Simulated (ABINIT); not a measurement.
# CsSnI3 (Pm-3m): G0W0 in ABINIT against the exchange cutoff, part 2 of 2

How does the gap of CsSnI3 (Pm-3m) converge in the exchange cutoff?

ABINIT 10.8.3; PBE and many-body steps on it, plane waves. Known limits of the many-body steps: not at the basis limit; exchange with frozen shells missing; screening runs away on this mesh; no spin-orbit coupling; coarse k mesh.

So far. Step 2 (Screening, 2×2×2 mesh, 164 bands, screening to 106.1 eV): Local fields lower ε∞ by 21 %. The value itself is an artefact of the mesh, where one narrow direct gap carries too much weight. Step 5 (12.8 Ha): The gap on the mesh goes from 0.47 eV to 0.80 eV, a correction of +0.33 eV.

## Step 6: 22.4 Ha

Level of this step: G0W0 on PBE, plane waves, norm-conserving pseudopotentials (ABINIT).

run.abi

```
acell 3*1.0 Angstrom
rprim 
  6.286228000000 0.000000000000 0.000000000000
  0.000000000000 6.286228000000 0.000000000000
  0.000000000000 0.000000000000 6.286228000000
ntypat 3
znucl 55 50 53
natom 5
typat 1 2 3 3 3
xred 
  0.500000000000 0.500000000000 0.500000000000
  0.000000000000 0.000000000000 0.000000000000
  0.500000000000 0.000000000000 0.000000000000
  0.000000000000 0.000000000000 0.500000000000
  0.000000000000 0.500000000000 0.000000000000
pp_dirpath "pseudos"
pseudos "Cs.upf, Sn.upf, I.upf"
ecut 32
ngkpt 2 2 2
nshiftk 1
shiftk 0 0 0
kptopt 1
chksymbreak 0
istwfk *1
occopt 1
irdwfk 1
optdriver 4
nband 164
gwcalctyp 0
ecutsigx 22.4
symsigma 1
nkptgw 2
kptgw 
  0.5000000000 0.5000000000 0.5000000000
  0.0000000000 0.0000000000 0.0000000000
bdgw 
  19 25
  20 25
ecuteps 3.9
irdscr 1
ppmodel 1
indata_prefix "in"
outdata_prefix "out"
tmpdata_prefix "tmp"
```

Command:

```
$ OMP_NUM_THREADS=1 mpirun -n 8 abinit run.abi > log
```

What it wrote:

```text
.Version 10.8.3 of ABINIT. v10.8.2 released Aug 2026.

 Symmetries : space group Pm -3 m (#221); Bravais cP (primitive cubic)
[... echo of the input left out ...]
== DATASET  1 ==================================================================
-   mpi_nproc: 8, omp_nthreads: 1 (-1 if OMP is not activated)

--- !DatasetInfo
iteration_state: {dtset: 1, }
dimensions: {natom: 5, nkpt: 4, mband: 164, nsppol: 1, nspinor: 1, nspden: 1, mpw: 14592, }
cutoff_energies: {ecut:  32.0, pawecutdg:  -1.0, }
[...]
Band     E0 <VxcDFT>   SigX SigC(E0)      Z dSigC/dE  Sig(E)    E-E0       E
[...]
24   5.326  -6.045  -2.592  -3.175   0.819  -0.221  -5.818   0.227   5.554
       25   5.326  -6.045  -2.592  -3.175   0.819  -0.221  -5.818   0.227   5.554

== END DATASET(S) ==============================================================
================================================================================

 -outvars: echo values of variables after computation  --------
           etotal      0.0000000000E+00
            nband         164
             nkpt           4
          spgroup         221
 [... the other variables as echoed above ...]

 Calculation completed.
```

Elapsed: 22 s, on 8 MPI ranks of Intel Xeon Platinum 8488C (Sapphire Rapids), shared host; peak memory 3.4 GiB; 3 min of CPU time.

Numbers from this step:

* G0W0 gap on the points computed: 0.796 eV
* starting gap on the mesh: 0.4710 eV
* k of the valence top: 0.5, 0.5, 0.5
* k of the conduction bottom: 0.5, 0.5, 0.5
* least direct G0W0 gap on the computed points: 0.796 eV

Against the run before, the gap moves by −0.004 eV.

## Step 7: 32 Ha

Edit run.abi of step 6 so:

```diff
@@ -29,3 +29,3 @@
 gwcalctyp 0
-ecutsigx 22.4
+ecutsigx 32
 symsigma 1
```

What it wrote:

```text
.Version 10.8.3 of ABINIT. v10.8.2 released Aug 2026.

 Symmetries : space group Pm -3 m (#221); Bravais cP (primitive cubic)
[... echo of the input left out ...]
== DATASET  1 ==================================================================
-   mpi_nproc: 8, omp_nthreads: 1 (-1 if OMP is not activated)

--- !DatasetInfo
iteration_state: {dtset: 1, }
dimensions: {natom: 5, nkpt: 4, mband: 164, nsppol: 1, nspinor: 1, nspden: 1, mpw: 14592, }
cutoff_energies: {ecut:  32.0, pawecutdg:  -1.0, }
[...]
Band     E0 <VxcDFT>   SigX SigC(E0)      Z dSigC/dE  Sig(E)    E-E0       E
[...]
24   5.326  -6.045  -2.592  -3.175   0.819  -0.221  -5.818   0.227   5.554
       25   5.326  -6.045  -2.592  -3.175   0.819  -0.221  -5.818   0.227   5.554

== END DATASET(S) ==============================================================
================================================================================

 -outvars: echo values of variables after computation  --------
           etotal      0.0000000000E+00
            nband         164
             nkpt           4
          spgroup         221
 [... the other variables as echoed above ...]

 Calculation completed.
```

The job ended after 22 s (8 MPI ranks; peak memory 3.5 GiB).

Numbers from this step:

| Quantity | Value |
| --- | --- |
| G0W0 gap on the points computed | 0.7950 eV |
| starting gap on the mesh | 0.4710 eV |
| k of the valence top | 0.5, 0.5, 0.5 |
| k of the conduction bottom | 0.5, 0.5, 0.5 |
| least direct G0W0 gap on the computed points | 0.7950 eV |

Against the run before, the gap moves by −0.001 eV.

## Step 8: The runs together

Times are wall times on 8 MPI ranks of Intel Xeon Platinum 8488C (Sapphire Rapids), shared host, good to a factor of about two. A run's time includes the screening step that it read.

```csv
run,mesh,bands,screening cutoff (eV),DFT gap (eV),gap on the mesh (eV),direct (eV),ε∞ used,time
3.2 Ha,2×2×2,164,106.1,0.471,0.621,0.621,113.31,54 s
6.4 Ha,2×2×2,164,106.1,0.471,0.797,0.797,113.31,62 s
12.8 Ha,2×2×2,164,106.1,0.471,0.800,0.800,113.31,62 s
22.4 Ha,2×2×2,164,106.1,0.471,0.796,0.796,113.31,63 s
32 Ha,2×2×2,164,106.1,0.471,0.795,0.795,113.31,63 s
```

## Step 9: Outcome

```json
{"3.2 Ha": "0.621 eV", "6.4 Ha": "0.797 eV", "12.8 Ha": "0.800 eV", "22.4 Ha": "0.796 eV", "32 Ha": "0.795 eV", "known limits": "not at the basis limit; exchange with frozen shells missing; screening runs away on this mesh; no spin-orbit coupling; coarse k mesh"}
```

The setting moved: exchange cutoff. From 3.2 Ha to 32 Ha the gap moves by +0.17 eV. It holds to 0.03 eV from 6.4 Ha on. Bands and screening cutoff are coupled, so a series along one setting does not show full convergence. Below the screening cutoff the correlation part is cut too. Bands and cutoff are finite, so the gap is not at the basis limit. The miss can reach some tenths of an eV and take either sign; the mesh is an error of its own. In the first G0W0 run levels were corrected at 2 k points alone, so a gap called «on the mesh» is the least over those, and an edge elsewhere would be missed. The 2×2×2 mesh is coarse for this cell, which bears on the long-range parts of exchange and screening. This is the ideal cubic cell; many perovskites, halides above all, are cubic only on average, and local tilts or off-centring can widen the gap. The norm-conserving file of at least one element keeps a d shell over frozen s and p shells of the same row. Exchange with those shells is missing from the self-energy, an error of 0.3 to 0.9 eV in cases checked, whose sign depends on which edge lies on those atoms. For the PBE start: On this mesh the RPA ε∞ passes 90, more than nearly any semiconductor shows; a coarse mesh does this where one point with a narrow direct gap carries much weight. The screening is then too strong, and the G0W0 gap should not be taken as the material's. The many-body steps are scalar-relativistic: spin-orbit coupling is not in them.

[Paths, hosts, dates, memory and timing lines, banners, echoed tables and standing remarks are left out of the program output.]

[Logs are printed without paths, hosts, clocks, repeated set-up lines and the standing remarks that a program may print on its own settings, such as how far it seeks lower states.]

[Runs of the session that timed out or met a known fault of the program may be left out.]

[No measured gap is set beside runs whose start may be inverted or whose files or cutoffs have a known fault.]

[Hosts, paths, dates, database ids (printed as entryN), source tags and the programs' standing remarks are cut or masked in the printed files.]

[G0W0 gaps are taken among the corrected bands and points alone; a level outside them can change the order at an edge.]

[Where Ansatz stands beside ABINIT at settings called matched, ABINIT's density can come from a denser mesh and the files from another edition; pairs whose starting gaps differed by over 0.03 eV were left out, so agreement reads better than it is.]
